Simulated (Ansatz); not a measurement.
# A hypothetical structure for Re3P2N2, part 2 of 2

Starting from a made-up structure for Re3P2N2, the aim is the relaxed cell, its shortest contacts and, where a second run follows, its electronic structure.

Ansatz 0.2.0; DFT, PBEsol, plane-wave PAW, files of the set soft_1, scalar-relativistic, no spin, cell and ions relaxed at zero pressure; PAW set soft_1 (the session's first sound run).

So far: Starting point; Relaxation of the guess.

## (3) Bands of the relaxed cell

A second self-consistent run takes a narrower smearing and the mesh shown in its input; the bands follow along the standard path of the relaxed lattice.

This step: DFT, PBEsol, plane-wave PAW, files of the set soft_1, scalar-relativistic, no spin, bands and density of states at the relaxed cell; PAW set soft_1 (Ansatz 0.2.0).

input.yaml reads:

```yaml
crystal:
  lattice:
    - [6.255095746, -1.4540340663, -0.2784540736]
    - [6.255095746, 1.4540340663, -0.2784540736]
    - [-2.7104870618, 0.0, 5.1792665989]
  atoms:
    - { symbol: Re, position: [0.0, 0.0, 0.0] }
    - { symbol: Re, position: [0.7312403757, 0.7312403757, 0.6613804631] }
    - { symbol: Re, position: [0.2687596243, 0.2687596243, 0.3386195369] }
    - { symbol: P, position: [0.6381897032, 0.6381897032, 0.9427305659] }
    - { symbol: P, position: [0.3618102968, 0.3618102968, 0.0572694341] }
    - { symbol: "N", position: [0.8800064106, 0.8800064106, 0.5984720613] }
    - { symbol: "N", position: [0.1199935894, 0.1199935894, 0.4015279387] }
kpoints:
  mp_grid: { grid: [12, 12, 6] }
  band_path:
    path:
      - [[0.0, -0.5, 0.0], [0.0, 0.0, 0.0], [0.5, 0.5, -0.5]]
      - [[0.5, 0.0, -0.5], [0.0, 0.0, 0.0], [0.0, 0.0, 0.5]]
      - [[0.0, -0.5, 0.5], [0.0, 0.0, 0.0], [0.5, 0.5, 0.0]]
      - [[0.5, 0.0, 0.0], [0.0, 0.0, 0.0]]
    npoints: 11
scf:
  occupations: { method: fermi_dirac, width: 0.03 }
  n_extra_bands: 11
hamiltonian:
  xc: pbesol
  pseudopotentials: { kind: paw, azcp: { folder: soft_1 }, xc_functional: pbe }
output:
  forces: true
  stress: true
  write_bands: true
  dos: { projected: true }
  write_density: true
  write_potential: true
  elf: true
  volumetric_format: npy
```

Command:

```
$ ansatz run input.yaml --threads 4 --pin off --max-ram 10240MiB --backend cpu --events-out ev --progress --plain --runs-dir out
```

Numbers of over 12 decimals in the logs are rounded to 6 here.

The program printed:

```text
[...]
Crystal: 7 atoms, lattice volume = 92.017 Å³
Basis set: ecut = 420 eV, 1793 PW (Γ), FFT grids on a1−a2, a2, a3, exchange–correlation on 40×90×80 points (8 copies of the dense FFT grid, shifted against one another)
Bands: 44, of which v1, the nominal top of the filled ones, is band 33 counted from 1 (32 counted from 0)
Symmetry: 4 space group operations
[...]
k-points: 242 of 864
[...]
SCF iter   1: F=—  HF=-34454.226474 eV  |F-HF|=—  |Δ(HF+E_count)|=         —  Δρ=5.56e-2  dr2=3.65e0  ethr=3.10e-3  ⟨swp⟩=7.9  Hψ=49141  notcnv=0  defer=31
[...]
SCF iter   9: F=-34453.285282 eV  HF=-34453.285282 eV  |F-HF|=5.19e-9  |Δ(HF+E_count)|=   6.41e-8  Δρ=3.80e-6  dr2=1.96e-8  ethr=1.54e-10  ⟨swp⟩=17.4  Hψ=81699  notcnv=0
SCF 1 converged in 9 iterations: F = -34453.285282 eV  dr2 = 1.96e-8
[...]
NSCF: frozen V_eff on 81 k-points
SCF converged after 9 iterations
Free energy (F): -34453.285282 eV
[...]
Internal energy: -34453.277668 eV  (E = F + TS)
E sigma→0 (E₀):  -34453.281475 eV
Entropy (-TS):   -0.007613 eV (-1.088 meV/atom)
Fermi energy:    16.605284 eV
[...]
--- Forces (eV/Å), atoms counted from 1 ---
  atom   1  Re     0.00000000     0.00000000     0.00000000
  atom   2  Re     0.02861426    -0.00000000     0.03400241
  atom   3  Re    -0.02861426     0.00000000    -0.03400241
  atom   4  P      0.01131839     0.00000000     0.02062411
  atom   5  P     -0.01131839    -0.00000000    -0.02062411
  atom   6  N      0.01043038    -0.00000000     0.01006761
  atom   7  N     -0.01043038     0.00000000    -0.01006761
  max |Σ_I F_I| component: 1.73e-18 eV/Å
--- Stress (GPa, compression-positive) ---
        0.036362      -0.000000      -0.056129
       -0.000000      -0.047626       0.000000
       -0.056130       0.000000       0.024096
  P = ⅓ Tr σ = 0.0043 GPa (0.043 kbar)
--- Band table (eV; the first three rows and the last of 242) ---
  k-point 0: bands = [... 29 lower, 14.9002, 15.1194, 16.1754, 16.2861, 17.7093, 17.8551, 18.2027, 18.2285, ... 7 higher]
  k-point 1: bands = [... 29 lower, 14.9449, 15.2714, 16.0826, 16.2509, 17.4971, 17.7034, 18.3051, 18.4276, ... 7 higher]
  k-point 2: bands = [... 29 lower, 14.9759, 15.3698, 16.0629, 16.2758, 16.9831, 17.6008, 17.9384, 18.6902, ... 7 higher]
  k-point 241: bands = [... 29 lower, 14.7867, 15.1182, 15.5394, 15.9065, 16.2385, 18.1302, 19.0179, 19.0736, ... 7 higher]
```

Elapsed: 21 s, on 4 threads of Arm Neoverse V2, shared host; peak memory 0.87 GiB.

This step gave:

```
free energy             : -34453.2853 eV
energy at zero smearing : -34453.2815 eV
smearing term TS        : 0.007613 eV
Fermi energy            : 16.61 eV
pressure                : 0.004277 GPa
```

From bands.tsv, the bands that come nearest the Fermi level along the path, at its corners, in eV from the Fermi level:

```tsv
point	band 29	band 30	band 31	band 32	band 33	band 34	band 35	band 36
X	-2.94	-2.10	-1.84	-0.68	0.30	1.49	1.68	1.83
Γ	-2.37	-1.71	-1.49	-0.43	-0.32	1.10	1.25	1.60
Y	-2.87	-1.82	-1.49	-1.07	-0.70	-0.37	1.52	2.41
L	-3.28	-2.20	-1.77	-1.07	0.79	1.09	1.77	1.98
Γ	-2.37	-1.71	-1.49	-0.43	-0.32	1.10	1.25	1.60
Z	-1.89	-1.63	-1.28	-0.68	0.08	0.43	0.47	1.06
N	-3.28	-2.20	-1.77	-1.07	0.79	1.09	1.77	1.98
Γ	-2.37	-1.71	-1.49	-0.43	-0.32	1.10	1.25	1.60
M	-2.44	-1.69	-0.88	-0.53	-0.38	-0.20	0.29	1.28
R	-2.94	-2.10	-1.84	-0.68	0.30	1.49	1.68	1.83
Γ	-2.37	-1.71	-1.49	-0.43	-0.32	1.10	1.25	1.60
```

Counts of states for the cell as run, both spins, by energy window (eV from the Fermi level):

| from | to | total |
| --- | --- | --- |
| -8 | -7 | 4.19 |
| -7 | -6 | 3.97 |
| -6 | -5 | 5.43 |
| -5 | -4 | 3.84 |
| -4 | -3 | 4.57 |
| -3 | -2 | 3.81 |
| -2 | -1 | 3.50 |
| -1 | 0 | 2.00 |
| 0 | 1 | 3.41 |
| 1 | 2 | 4.37 |
| 2 | 3 | 3.59 |
| 3 | 4 | 3.58 |
| 4 | 5 | 4.20 |

A further 33.7 states lie below the table's range.

Valence density in the ac plane of the cell as run, not the conventional one, at fractional y = 0.000, with atoms of Re within 0.2 Å of it. It is the smooth field of the valence electrons, not physical close to the nuclei.

Values in e/Å³, 9 rows by 16 columns, each cell a mean:
```
5.0 2.2 0.6 0.4 0.4 0.3 0.3 0.3 0.3 0.4 0.5 0.4 0.4 0.9 3.6 5.8
0.6 0.3 0.2 0.2 0.2 0.2 0.2 0.4 0.7 0.7 0.5 0.3 0.4 0.7 1.2 1.2
0.1 0.1 0.1 0.1 0.1 0.2 0.5 1.3 1.8 1.1 0.5 0.6 1.2 1.6 0.9 0.3
0.0 0.0 0.1 0.2 0.3 0.5 0.8 1.2 1.1 0.6 0.7 1.9 2.9 1.9 0.6 0.1
0.0 0.1 0.4 1.2 1.7 1.2 0.7 0.6 0.6 0.6 0.9 1.2 1.0 0.4 0.1 0.0
0.1 0.4 1.5 2.8 2.1 0.9 0.6 1.1 1.6 1.1 0.6 0.3 0.1 0.1 0.0 0.0
0.3 0.6 1.1 1.0 0.6 0.4 0.8 1.4 1.3 0.6 0.3 0.2 0.1 0.1 0.1 0.1
1.8 2.0 1.1 0.4 0.3 0.4 0.5 0.6 0.4 0.3 0.2 0.2 0.2 0.2 0.3 0.8
6.6 5.2 1.6 0.5 0.4 0.4 0.4 0.3 0.3 0.3 0.4 0.4 0.4 0.5 1.9 5.2
```
Columns run along a (6.4 Å), rows up along c (5.8 Å). Atoms in or near the plane, at fractional coordinates: Re at (0.00, 0.00).

ELF in the ac plane of the cell as run, not the conventional one, at fractional y = 0.000, with atoms of Re within 0.2 Å of it. It is the smooth field of the valence electrons, not physical close to the nuclei.

Ten even steps from '0' (0.01) to '9' (0.83), each cell a mean:
```
774466643457753477
754555543455542477
334444432332332233
222223223332245653
110012235542478995
000012235543787994
000245323435887972
003688633335899730
037989743323676300
169878634432332000
379987435642210000
368874235432221111
233332223323333332
554233344334455434
786245665335566447
585357764346765367
```
Columns run along a (6.4 Å), rows up along c (5.8 Å). Atoms in or near the plane, at fractional coordinates: Re at (0.00, 0.00).

Electrostatic potential energy in the ac plane of the cell as run, not the conventional one, at fractional y = 0.000, with atoms of Re within 0.2 Å of it. With pseudopotentials it is smooth inside the atoms' cores, unlike the true potential.

Ten even steps from '_' (-44 eV) to '@' (21 eV), each cell a mean:
```
__..**%%%%%%%%%%@@@@%%%%%%%%%%==____
::++%%@@%%%%%%@@@@%%%%%%%%%%%%==..__
##%%@@@@@@@@@@@@%%####%%%%%%%%**++++
@@@@@@@@@@@@@@%%**++++##%%@@%%%%%%%%
@@@@@@@@@@@@%%##==--==##%%%%****%%@@
@@@@@@@@@@@@%%++--==**%%##==::==%%@@
@@@@@@@@@@@@%%**++**%%%%**::--**@@@@
@@@@@@@@%%########%%%%%%**++**@@@@@@
@@@@@@**--==##%%%%######%%%%@@@@@@@@
@@@@##--::==%%%%**==++##%%@@@@@@@@@@
@@@@**====##%%**==--==##@@@@@@@@@@@@
@@@@####%%%%%%**--==**%%@@@@@@@@@@@@
%%####%%%%%%%%****##%%@@@@@@@@@@@@@@
--::==##%%%%%%%%%%%%@@@@@@%%@@@@%%**
____::**%%%%%%%%%%@@@@%%%%%%%%%%++..
____--##%%%%%%%%@@@@@@%%%%%%%%**..__
```
Columns run along a (6.4 Å; values clipped at the 3rd and 97th percentile), rows up along c (5.8 Å). Atoms in or near the plane, at fractional coordinates: Re at (0.00, 0.00).

## (4) What came out

```
space group, relaxed : C2/m
conventional cell    : a = 12.097, b = 2.908, c = 5.846 Å; α = 90.0°, β = 116.5°, γ = 90.0°
volume per atom      : 13.15 Å³ (guess 12.04)
```

Re3P2N2 relaxes to C2/m with a = 12.097, b = 2.908 and c = 5.846 Å. The guessed volume was 8 % too small. The space group C2/m was held in the relaxation, so the end point is a stationary structure within it and may be a saddle against distortions or other arrangements. Bands cross the Fermi level, so it is a metal or semimetal at this level. The electron count is odd, which forces that without spin polarisation or a larger cell. On the 12×12×6 mesh with the narrower smearing (relaxed on 10×10×5) the largest force component is 0.034 eV/Å and the largest stress component is 0.056 GPa, against the relaxation's thresholds of 0.015 eV/Å and 0.05 GPa. The cutoff wasn't tested. A vector of the cell changed its length by 9 %, more than the volume shows. Spin-orbit coupling is left out, which can matter for elements this heavy. No dispersion term is used, so weakly bound directions may come out too long. The runs have no spin, and magnetism wasn't tested. Nothing here tests whether the compound is stable against decomposition.

[Logs are printed without paths, hosts, clocks, repeated set-up lines and the standing remarks that a program may print on its own settings, such as how far it seeks lower states.]

[Hosts, paths, dates, database ids (printed as entryN), source tags and the programs' standing remarks are cut or masked in the printed files.]
